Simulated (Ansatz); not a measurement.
## TiSeS monolayer, Janus: following an unstable mode

Which phase does TiSeS monolayer, Janus fall into along its unstable mode, and how much energy does it gain?

Method: DFT LDA, scalar-relativistic, plane waves, PAW, in Ansatz 0.2.0.

Report form: the programs' logs are mostly left out.

### 1. The starting structure

The cell holds 3 atoms: 1 Ti, 1 S and 1 Se. Cell: a = 3.372 Å, b = 3.372 Å, c = 30.000 Å, α = 90.0°, β = 90.0°, γ = 120.0°. Vacuum lies along c.

Structure file:

```cif
data_structure
_symmetry_space_group_name_H-M 'P 1'
_symmetry_Int_Tables_number 1
_cell_length_a 3.3720
_cell_length_b 3.3720
_cell_length_c 30.0000
_cell_angle_alpha 90.000
_cell_angle_beta 90.000
_cell_angle_gamma 120.000
_cell_volume 295.41
loop_
_atom_site_label
_atom_site_type_symbol
_atom_site_fract_x
_atom_site_fract_y
_atom_site_fract_z
_atom_site_occupancy
Ti1 Ti 0.00000 0.00000 0.33531 1
S2 S 0.33333 0.66667 0.37996 1
Se3 Se 0.66667 0.33333 0.28140 1
```

### 2. Phonons on a q mesh

The cell comes from relaxations at this level that are not shown. Stability and thermal properties need the whole zone. Linear response on a 6×6×1 q mesh gives force constants as far as a supercell of that size would.

input.yaml reads:

```yaml
crystal:
  lattice:
    - [3.3719743376, 0.0, 0.0]
    - [-1.6859871688, 2.9202154373, 0.0]
    - [0.0, 0.0, 30.0]
  atoms:
    - { symbol: Ti, position: [0.0, 0.0, 0.3353054908] }
    - { symbol: S, position: [0.3333333333, 0.6666666667, 0.3799585079] }
    - { symbol: Se, position: [0.6666666667, 0.3333333333, 0.281402668] }
  periodic: [true, true, false]
kpoints:
  mp_grid: { grid: [18, 18, 1] }
hamiltonian:
  xc: lda
scf:
  occupations: { method: methfessel_paxton, width: 0.15 }
output:
  eigenvalues: true
phonons:
  method: dfpt
  qmesh: [6, 6, 1]
  temperatures: { t_max: 1000, t_step: 50 }
  qpath:
    path:
      - [0.0, 0.0, 0.0]
      - [0.5, 0.0, 0.0]
      - [0.33333333, 0.33333333, 0.0]
      - [0.0, 0.0, 0.0]
    npoints: 10
```

Run with:

```sh
ansatz run input.yaml --threads 8 --pin off --max-ram 14336MiB --backend cpu --events-out ev --progress --plain --runs-dir out
```

Wall time 15 min (8 threads of Arm Neoverse V2, shared host); peak memory 4.3 GiB.

Numbers from this step:

```yaml
gap_on_the_k_mesh: 0 eV
sum_rule_residual_before_enforcement: 2.91e-5 eV/Å²
lowest_frequency_on_the_path: -65.31 cm⁻¹
point_group: 3m
highest_frequency_on_the_path_or_at_a_solved_wavevector: 377.4 cm⁻¹
area_per_atom: 3.282 Å²
highest_optical_mode_at_the_zone_centre_no_lo_to_term: 377.4 cm⁻¹
lowest_optical_zone_centre_mode: 134.9 cm⁻¹
lowest_mode_on_the_q_mesh_acoustic_modes_at_gamma_apart: -65.31 cm⁻¹
```

Frequencies (cm⁻¹) solved at each irreducible wavevector; negative means imaginary. Frequencies by wavevector, by row:

| q in reciprocal lattice units | star | mode 1 | mode 2 | mode 3 | mode 4 | mode 5 | mode 6 | mode 7 | mode 8 | mode 9 |
| --- | --- | --- | --- | --- | --- | --- | --- | --- | --- | --- |
| 0 0 0 | 1 | 0 | 0 | 0 | 134.9 | 134.9 | 240.8 | 240.8 | 250.4 | 377.4 |
| 0 0.1667 0 | 6 | 25.3 | 60.8 | 95.6 | 141.9 | 175.7 | 243.4 | 249.1 | 290.1 | 366.6 |
| 0 0.3333 0 | 6 | 76.8 | 101.7 | 124.2 | 155.8 | 214.9 | 237.5 | 240.3 | 311.2 | 359.1 |
| 0 -0.5 0 | 3 | -65.3 | 104.4 | 133.3 | 167.3 | 212.4 | 230.2 | 233.4 | 316 | 362.2 |
| 0.1667 0.1667 0 | 6 | 61.4 | 98.3 | 144.1 | 167.8 | 211 | 235.4 | 268.2 | 321.1 | 355.5 |
| 0.1667 0.3333 0 | 12 | 94.9 | 133.7 | 164.1 | 188.8 | 214.8 | 232.2 | 284.8 | 313.9 | 355.2 |
| 0.3333 0.3333 0 | 2 | 99.1 | 150 | 165 | 211.8 | 214.5 | 227.4 | 311.3 | 313.3 | 343.4 |

Interpolated from a 6×6×1 q mesh. Phonon branches along the path, in cm⁻¹:

| point | branch 1 | branch 2 | branch 3 | branch 4 | branch 5 | branch 6 | branch 7 | branch 8 | branch 9 |
| --- | --- | --- | --- | --- | --- | --- | --- | --- | --- |
| Γ | 0 | 0 | 0 | 135 | 135 | 241 | 241 | 250 | 377 |
| halfway | 50 | 85 | 129 | 140 | 200 | 240 | 248 | 311 | 359 |
| M | -65 | 104 | 133 | 167 | 212 | 230 | 233 | 316 | 362 |
| halfway | 100 | 138 | 164 | 191 | 210 | 230 | 282 | 313 | 353 |
| K | 99 | 150 | 165 | 212 | 214 | 227 | 311 | 313 | 343 |
| halfway | 61 | 98 | 144 | 168 | 211 | 235 | 268 | 321 | 356 |
| Γ | 0 | 0 | 0 | 135 | 135 | 241 | 241 | 250 | 377 |

Symmetry leaves 7 wavevectors to solve. The lowest mode among them, the acoustic zeros apart, lies at q = (0, -0.5, 0) and is imaginary, 65.3i cm⁻¹, so the energy falls along it.

### 3. The mode frozen in, largest atomic shift 0 Å

The mode followed lies at q = (0, -0.5, 0) with frequency 65.3i cm⁻¹, the softest among the wavevectors solved. At small amplitude the distorted cell has space group no. 7 by a symmetry search on the positions. The undistorted cell that holds it gives the zero of energy on the same k mesh.

System of this step: TiSeS monolayer, Janus. The cell holds 6 atoms: 2 Ti, 2 S and 2 Se. Its edges and angles: a = 3.372 Å, b = 5.840 Å, c = 30.000 Å, α = 90.0°, β = 90.0°, γ = 90.0°. It derives from TiSeS. Vacuum lies along c.

input.yaml reads:

```yaml
crystal:
  lattice:
    - [3.3719743376, 0.0, 0.0]
    - [-1.0e-10, 5.8404308746, 0.0]
    - [0.0, 0.0, 30.0]
  atoms:
    - { symbol: Ti, position: [0.0, 0.0, 0.3353054908] }
    - { symbol: Ti, position: [0.5, 0.5, 0.3353054908] }
    - { symbol: S, position: [0.0, 0.3333333333, 0.3799585079] }
    - { symbol: S, position: [0.5, 0.8333333333, 0.3799585079] }
    - { symbol: Se, position: [0.5, 0.1666666667, 0.281402668] }
    - { symbol: Se, position: [0.0, 0.6666666667, 0.281402668] }
  periodic: [true, true, false]
kpoints:
  mp_grid: { grid: [10, 6, 1] }
hamiltonian:
  xc: lda
scf:
  occupations: { method: methfessel_paxton, width: 0.15 }
output:
  forces: true
  stress: true
  eigenvalues: true
```

The job ended after 6.6 s (8 threads; peak memory 1.5 GiB).

This step gave:

| Item | Value |
| --- | --- |
| energy from the undistorted cell | 0 meV/atom |

### 4. The mode frozen in, largest atomic shift 0.04 Å

The atoms are moved along the unstable eigenvector, the largest shift by 0.04 Å, with the cell fixed.

input.yaml, the sections that differ from step 3:

```yaml
crystal:
  lattice:
    - [3.3719743376, 0.0, 0.0]
    - [-1.0e-10, 5.8404308746, 0.0]
    - [0.0, 0.0, 30.0]
  atoms:
    - { symbol: Ti, position: [0.0118624865, 0.0, 0.3353054908] }
    - { symbol: Ti, position: [0.4881375135, 0.5, 0.3353054908] }
    - { symbol: S, position: [0.0022707956, 0.3333333333, 0.3799585079] }
    - { symbol: S, position: [0.4977292044, 0.8333333333, 0.3799585079] }
    - { symbol: Se, position: [0.4936665819, 0.1666666667, 0.281402668] }
    - { symbol: Se, position: [0.0063334181, 0.6666666667, 0.281402668] }
  periodic: [true, true, false]
# kpoints, hamiltonian, scf, output: as in step 3
```

Wall time 6.5 s (8 threads); peak memory 1.5 GiB.

Numbers from this step:

```
energy from the undistorted cell : -0.106 meV/atom
```

The energy, extrapolated to zero smearing, is -0.11 meV/atom against the undistorted cell.

### 5. Energy along the mode, all amplitudes (two of the runs are shown above)

An imaginary frequency means negative curvature, so the energy should fall and then rise again as anharmonic terms take over.

Numbers from this step:

```
depth at the lowest point sampled  : 0.106 meV/atom
largest atomic shift at that point : 0.04 Å
```

Table of energy from the parent by largest atomic shift:

| largest atomic shift (Å) | energy from the parent (meV/atom) |
| --- | --- |
| 0.0000 | 0 |
| 0.0400 | -0.106 |
| 0.0800 | 2.53 |
| 0.1400 | 17.3 |

Displacement at unit largest shift by atom:

| atom | x (Å) | y (Å) | z (Å) | size |
| --- | --- | --- | --- | --- |
| Ti1 | 1.00 | 0.00 | 0.00 | 1.00 |
| Ti2 | -1.00 | 0.00 | 0.00 | 1.00 |
| S3 | 0.19 | 0.00 | 0.00 | 0.19 |
| S4 | -0.19 | 0.00 | 0.00 | 0.19 |
| Se5 | -0.53 | 0.00 | 0.00 | 0.53 |
| Se6 | 0.53 | 0.00 | 0.00 | 0.53 |

The lowest of the steps tried is at 0.04 Å, 0.106 meV/atom below the parent; the bottom of the well need not coincide with a step.

### 6. Relaxing from the distorted cell

Starting from the lowest point found, all atoms and the cell are let go, so that strain and other modes of the same symmetry can join in.

Edit input.yaml of step 4 so:

```diff
@@ -23 +23,10 @@
   eigenvalues: true
+  write_density: true
+  write_potential: true
+  elf: true
+  volumetric_format: npy
+relax:
+  adjacent_minimum: "off"
+  f_tol: 0.002
+  max_steps: 120
+  cell: { stress_2d_tol: 0.005 }
```

Wall time 97 s (8 threads); peak memory 1.6 GiB; 12 min of CPU time.

The steps of the relaxation:

| step | energy less that of the first step (eV) | largest force component (eV/Å) | volume (Å³) |
| --- | --- | --- | --- |
| 1 | 0.0000 | 0.0403 | 590.81 |
| 2 | -0.0008 | 0.0298 | 592.36 |
| 3 | -0.0010 | 0.0177 | 592.36 |
| 4 | 0.0000 | 0.0447 | 590.06 |
| 5 | -0.0011 | 0.0141 | 591.80 |
| 6 | -0.0012 | 0.0130 | 592.23 |
| 7 | -0.0012 | 0.0041 | 592.40 |
| 8 | -0.0012 | 0.0033 | 592.35 |
| 9 | -0.0012 | 0.0011 | 592.39 |
| 10 | -0.0012 | 0.0034 | 592.29 |
| 11 | -0.0012 | 0.0004 | 592.34 |
| 12* | -0.0013 | 0.0004 | 592.34 |

Relaxation steps marked * repeat the geometry before them on a plane-wave basis chosen anew for their cell, so energy and pressure can jump there. Relaxation steps 4, 8, 10 were tried and not accepted.

Forces are held to the 2 operations that the run works with; a distortion that breaks them can't arise in this run.

| cell as run | before | after | change |
| --- | --- | --- | --- |
| a (Å) | 3.372 | 3.371 | -0.0 % |
| b (Å) | 5.840 | 5.858 | +0.3 % |

The atoms that moved most (Å, along periodic axes as changes of fractional coordinates times the final cell, across vacuum about the mean position):

| atom | dx | dy | dz | length |
| --- | --- | --- | --- | --- |
| Ti1 | -0.012 | 0.002 | 0.000 | 0.012 |
| Ti2 | 0.012 | 0.002 | 0.000 | 0.012 |
| Se6 | -0.006 | 0.003 | 0.003 | 0.007 |
| Se5 | 0.006 | 0.003 | 0.003 | 0.007 |
| S4 | 0.004 | -0.005 | -0.002 | 0.006 |
| S3 | -0.004 | -0.005 | -0.002 | 0.006 |

Final coordinates:

```xyz
6
Lattice="3.3707 0.0000 0.0000 0.0000 5.8578 0.0000 0.0000 0.0000 30.0000" Properties=species:S:1:pos:R:3
Ti    0.0280    0.0018   10.0589
Ti    1.6574    2.9307   10.0589
S     0.0037    1.9481   11.3963
S     1.6816    4.8770   11.3963
Se    1.6701    0.9790    8.4448
Se    0.0153    3.9078    8.4448
```

Numbers from this step:

```yaml
area_per_atom: 3.291 Å²
```

Electrostatic potential energy in the bc plane at fractional x = 0.001, with atoms of Ti and S and Se within 0.2 Å of it. With pseudopotentials it is smooth inside the atoms' cores, unlike the true potential.

Values in eV, 24 rows by 16 columns, each cell a mean:
```
  0   0   0   0   0   0   0   0   0   0   0   0   0   0   0   0
  0   0   0   0   0   0   0   0   0   0   0   0   0   0   0   0
  0   0   0   0   0   0   0   0   0   0   0   0   0   0   0   0
  0   0   0   0   0   0   0   0   0   0   0   0   0   0   0   0
  0   0   0   0   0   0   0   0   0   0   0   0   0   0   0   0
  0   0   0   0   0   0   0   0   0   0   0   0   0   0   0   0
  0   0   0   0   0   0   0   0   0   0   0   0   0   0   0   0
  0   0   0   0   0   0   0   0   0   0   0   0   0   0   0   0
  0   0   0   0   0   0   0   0   0   0   0   0   0   0   0   0
  0   0   0   0   0   0   0   0   0   0   0   0   0   0   0   0
  0   0   0   0   0   0   0   0   0   0   0   0   0   0   0   0
  0   0   0   0   0   0   0   0   0   0   0   0   0   0   0   0
  0   0   0   0   0   0   0   0   0   0   0   0   0   0   0   0
  0   0   0  -1  -1  -2  -2  -1   0   0   0   0   0   0   0   0
 -3  -3  -5 -15 -21 -23 -22 -17  -5  -2  -1  -1  -1  -2  -2  -3
-23 -22 -17 -13 -14 -16 -14 -10  -5  -3  -3  -3  -5 -11 -20 -22
-19 -17 -12  -5  -3  -2  -2  -4  -9 -15 -15 -15 -15 -13 -15 -18
 -2  -2  -2  -2  -1  -1  -1  -4 -13 -19 -16 -17 -19 -12  -4  -2
  0   0   0   0   0   0   0   0  -1  -1  -2  -2  -1  -1   0   0
  0   0   0   0   0   0   0   0   0   0   0   0   0   0   0   0
  0   0   0   0   0   0   0   0   0   0   0   0   0   0   0   0
  0   0   0   0   0   0   0   0   0   0   0   0   0   0   0   0
  0   0   0   0   0   0   0   0   0   0   0   0   0   0   0   0
  0   0   0   0   0   0   0   0   0   0   0   0   0   0   0   0
```
Columns run along b (5.9 Å; values clipped at the 3rd and 97th percentile), rows up along c (30.0 Å). Atoms in or near the plane, at fractional coordinates: Ti at (0.00, 0.34), S at (0.33, 0.38), Se at (0.67, 0.28).

ELF in the bc plane at fractional x = 0.001, with atoms of Ti and S and Se within 0.2 Å of it. It is the smooth field of the valence electrons, not physical close to the nuclei.

Ten even steps from '_' (0.00) to '@' (0.85), each cell a mean:
```
________________________________
________________________________
________________________________
________________________________
________________________________
________________________________
________________________________
________________________________
________________________________
________________________________
________________________________
________________________________
________________________________
____::++**####++::______________
__::%%@@%%++##@@%%::______....__
--++==**##**####++::........--==
----::........==##########++==--
........____..++%%%%****%%%%++..
______________..==######**==..__
________________________________
________________________________
________________________________
________________________________
________________________________
```
Columns run along b (5.9 Å), rows up along c (30.0 Å). Atoms in or near the plane, at fractional coordinates: Ti at (0.00, 0.34), S at (0.33, 0.38), Se at (0.67, 0.28).

Valence density in the bc plane at fractional x = 0.001, with atoms of Ti and S and Se within 0.2 Å of it. It is the smooth field of the valence electrons, not physical close to the nuclei.

Ten steps, logarithmic in the rise over the least value, from '0' (0 e/Å³) to '9' (13 e/Å³), each cell a mean:
```
0000000000000000
0000000000000000
0000000000000000
0000000000000000
0000000000000000
0000000000000000
0000000000000000
0000000000000000
0000000000000000
0000000000000000
0000000000000000
0000000000000000
0000000000000000
0000111000000000
1123434421000111
8643333321111257
6521111124774346
0111000136996311
0000000000110000
0000000000000000
0000000000000000
0000000000000000
0000000000000000
0000000000000000
```
Columns run along b (5.9 Å), rows up along c (30.0 Å). Atoms in or near the plane, at fractional coordinates: Ti at (0.00, 0.34), S at (0.33, 0.38), Se at (0.67, 0.28).

The distorted start has space group Pc; the relaxation ends in Pc.

### 7. The new phase in its own primitive cell

The relaxed structure is symmetrised, reduced to its primitive cell and relaxed tightly, as its phonons need.

input.yaml reads:

```yaml
crystal:
  lattice:
    - [3.3706661738, 0.0, 0.0]
    - [-1.0e-10, 5.8577825281, 0.0]
    - [0.0, 0.0, 30.0]
  atoms:
    - { symbol: Ti, position: [0.008298993, 0.0003154324, 0.3352954447] }
    - { symbol: Ti, position: [0.491701007, 0.5003154324, 0.3352954447] }
    - { symbol: S, position: [0.0011024591, 0.3325645476, 0.3798766622] }
    - { symbol: S, position: [0.4988975409, 0.8325645476, 0.3798766622] }
    - { symbol: Se, position: [0.4954744549, 0.1671200199, 0.2814945598] }
    - { symbol: Se, position: [0.0045255451, 0.6671200199, 0.2814945598] }
  periodic: [true, true, false]
kpoints:
  mp_grid: { grid: [10, 6, 1] }
hamiltonian:
  xc: lda
scf:
  occupations: { method: methfessel_paxton, width: 0.15 }
output:
  forces: true
  stress: true
  eigenvalues: true
relax:
  adjacent_minimum: "off"
  f_tol: 0.001
  max_steps: 60
  cell: { stress_2d_tol: 0.002 }
```

It took 25 s on 8 threads; peak memory 1.6 GiB; 3.1 min of CPU time.

Little changed from the start: no atom moved by 0.005 Å and no cell edge by 0.1 %.

The largest force component left is 0.27 meV/Å, within the tolerances set.

### 8. Modes of the new phase, k-mesh 10×6×1

A relaxed structure may still be a saddle point, so its zone-centre modes are computed. No field response is asked, since the mesh shows no gap.

input.yaml reads:

```yaml
crystal:
  lattice:
    - [3.3706211339, 0.0, 0.0]
    - [-1.0e-10, 5.8579254183, 0.0]
    - [0.0, 0.0, 30.0]
  atoms:
    - { symbol: Ti, position: [0.0083252381, 0.0003157345, 0.3352952364] }
    - { symbol: Ti, position: [0.4916747619, 0.5003157345, 0.3352952364] }
    - { symbol: S, position: [0.0010697697, 0.332561493, 0.3798754071] }
    - { symbol: S, position: [0.4989302303, 0.832561493, 0.3798754071] }
    - { symbol: Se, position: [0.4955018566, 0.1671227724, 0.2814960233] }
    - { symbol: Se, position: [0.0044981434, 0.6671227724, 0.2814960233] }
  periodic: [true, true, false]
kpoints:
  mp_grid: { grid: [10, 6, 1] }
hamiltonian:
  xc: lda
scf:
  occupations: { method: methfessel_paxton, width: 0.15 }
output:
  eigenvalues: true
phonons:
  method: dfpt
```

The job ended after 2.2 min (8 threads; peak memory 3.5 GiB; 17 min of CPU time).

Numbers from this step:

```
sum-rule residual before enforcement                    : 1.98e-5 eV/Å²
point group                                             : m
highest optical mode at the zone centre (no LO-TO term) : 378.4 cm⁻¹
lowest optical zone-centre mode                         : 85.55 cm⁻¹
```

Patterns of degenerate modes are one choice out of their space. Modes at Γ, with each element's share of the kinetic energy:

| mode | frequency (cm⁻¹) | symmetry | Ti % | S % | Se % |
| --- | --- | --- | --- | --- | --- |
| 1 | 0.0 | acoustic | 30 | 20 | 50 |
| 2 | 0.0 | acoustic | 30 | 20 | 50 |
| 3 | 0.0 | acoustic | 30 | 20 | 50 |
| 4 | 85.5 | A' | 60 | 1 | 39 |
| 5 | 103.0 | A'' | 44 | 10 | 45 |
| 6 | 133.0 | A' | 39 | 4 | 57 |
| 7 | 142.3 | A'' | 41 | 9 | 50 |
| 8 | 145.2 | A' | 42 | 9 | 49 |
| 9 | 168.7 | A'' | 10 | 3 | 88 |
| 10 | 210.4 | A'' | 44 | 15 | 41 |
| 11 | 230.4 | A' | 3 | 93 | 4 |
| 12 | 231.4 | A'' | 17 | 62 | 21 |
| 13 | 250.8 | A' | 16 | 37 | 47 |
| 14 | 252.5 | A'' | 34 | 63 | 3 |
| 15 | 255.3 | A' | 26 | 72 | 2 |
| 16 | 318.2 | A'' | 11 | 88 | 1 |
| 17 | 368.4 | A'' | 68 | 31 | 1 |
| 18 | 378.4 | A' | 54 | 43 | 3 |

Displacements in mode 4 (85.5 cm⁻¹), the largest set to 1:
```
Ti1  1.00 -0.01  0.01
Ti2 -1.00 -0.01  0.01
S3   0.05 -0.11  0.09
S4  -0.05 -0.11  0.09
Se5 -0.63  0.05 -0.04
Se6  0.63  0.05 -0.04
```

Displacements in mode 18 (378.4 cm⁻¹), the largest set to 1:
```
Ti1  0.05 -0.01  0.93
Ti2 -0.05 -0.01  0.93
S3   0.16  0.01 -1.00
S4  -0.16  0.01 -1.00
Se5  0.01  0.00 -0.16
Se6 -0.01  0.00 -0.16
```

Before it was imposed, the acoustic sum rule was missed by 2.0e-5 eV/Å². Small misses are needed for a sound result but don't prove that mesh and cutoff are converged. The lowest optical mode is real, 85.5 cm⁻¹.

### 9. The phases reached

The phases reached along the modes that were followed are set side by side.

Energies are those of the first relaxation, on the mesh of the frozen mode; space group, volume and gap are those of the last relaxation. Phases, by row:

| mode frozen in | space group | energy from parent (meV/atom) | volume (Å³/atom) | gap on mesh (eV) | lowest zone-centre optical mode (cm⁻¹) | largest shift (Å) |
| --- | --- | --- | --- | --- | --- | --- |
| parent | P3m1 | 0 | 98.47 | 0 | – | – |
| q = (0, -0.5, 0), 65i cm⁻¹ | Pc | -0.26 | 98.72 | 0 | 85.5 | 0.028 |

### 10. What came out

| Property | Result |
| --- | --- |
| unstable mode of the parent | q = (0, -0.5, 0), 65i cm⁻¹ |
| depth at the lowest point sampled | 0.106 meV/atom |
| largest atomic shift at that point | 0.04 Å |
| space group reached (within 0.01 Å) | Pc |
| energy gained over the parent (first relaxation, on the mesh of the frozen mode) | 0.259 meV/atom |
| area per atom, phase reached | 3.29 Å² |
| lowest optical zone-centre mode, phase reached | 85.5 cm⁻¹ |
| highest optical mode at the zone centre (no LO-TO term), phase reached | 378 cm⁻¹ |

**Reading.** Along this mode the structure falls into Pc, 0.259 meV/atom below the parent. At the parent's cell the well is 0.106 meV/atom deep on the steps tried, with its lowest point at a shift of 0.04 Å. Relaxing atoms and cell changes the gain by +0.15 meV/atom against the lowest step (energies at zero smearing). The new phase has no imaginary mode at the zone centre of its cell; other wavevectors were not checked. How so shallow a well moves with the k mesh was not tested. Each path keeps the symmetry of its pattern, so a lower phase may lie along a pattern not tried. With no gap, or one that is small against the smearing, the frequencies hang on the k mesh and the smearing, most of all near Kohn anomalies. In a sheet or slab the interpolated bending branch near Γ is rough, since the rotational sum rule isn't imposed. A semilocal functional can close a gap that the real compound would have, so the metallic treatment may be an artefact of the level. A phonon run warned that its eigensolver left some bands unconverged in a pass. The starting cell was built on a prototype and not taken from a measurement.

[Logs are printed without paths, hosts, clocks, repeated set-up lines and the standing remarks that a program may print on its own settings, such as how far it seeks lower states.]

[Hosts, paths, dates, database ids (printed as entryN), source tags and the programs' standing remarks are cut or masked in the printed files.]
